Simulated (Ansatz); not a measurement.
System: InGaP2 (zincblende [001] superlattice) (Pmm2).

The structure was built from a prototype and need not be the compound's stable phase.

It takes space group P-4m2 (No. 115, tetragonal). The conventional cell has a = 3.992 Å, b = 3.992 Å, c = 5.684 Å, α = 90.00°, β = 90.00°, γ = 90.00°. Nearest to Ga lie 4 P at 2.38 Å. Nearest to P lie 2 Ga at 2.38 Å and 2 In at 2.52 Å. Nearest to In lie 4 P at 2.52 Å. It derives from GaP. Farther neighbours are not listed. That group holds within 0.01 Å; judged at 0.001 Å it is Pmm2 (No. 25).

```cif
data_structure
_symmetry_space_group_name_H-M 'P 1'
_symmetry_Int_Tables_number 1
_cell_length_a 3.9935
_cell_length_b 3.9913
_cell_length_c 5.6840
_cell_angle_alpha 90.000
_cell_angle_beta 90.000
_cell_angle_gamma 90.000
_cell_volume 90.60
loop_
_atom_site_label
_atom_site_type_symbol
_atom_site_fract_x
_atom_site_fract_y
_atom_site_fract_z
_atom_site_occupancy
Ga1 Ga 0.00000 0.00000 0.11608 1
P2 P 0.50000 0.00000 0.34461 1
In3 In 0.50000 0.50000 0.61601 1
P4 P 0.00000 0.50000 0.88706 1
```

The structure was relaxed with PBEsol. The runs that relaxed it are not among those shown.

Gaps computed with Ansatz 0.2.0 without a self-energy: PBEsol 0.90 eV and HSE06 1.84 eV.

Question: Estimate the G0W0@PBEsol gap with 4×4×4 mesh, 175 empty bands, screening to 90 eV, PAW set soft_1 files.

About 1.61 eV: on its mesh the run moves the gap from 0.89 eV by +0.72 eV. Among the scalar-relativistic levels given, HSE06 is nearest (+0.23 eV). Bands and cutoff are finite, so the gap is not at the basis limit. The miss can reach some tenths of an eV and take either sign; the mesh is an error of its own. The 4×4×4 mesh is coarse for this cell (its supercell is 16 Å along the shortest edge). The RPA ε∞ on it, from the PBEsol start, is 15.61, 20.61 and 20.74; such meshes misread the long-range screening, most where the gap is narrow. The many-body steps are scalar-relativistic: spin-orbit coupling is not in them.

[Paths, hosts, dates, memory and timing lines, banners, echoed tables and standing remarks are left out of the program output.]

[Logs are printed without paths, hosts, clocks, repeated set-up lines and the standing remarks that a program may print on its own settings, such as how far it seeks lower states.]

[Runs of the session that timed out or met a known fault of the program may be left out.]

[Cells called generated may have been cut or substituted from an entry of the Crystallography Open Database or the Materials Project.]

[Hosts, paths, dates, database ids (printed as entryN), source tags and the programs' standing remarks are cut or masked in the printed files.]
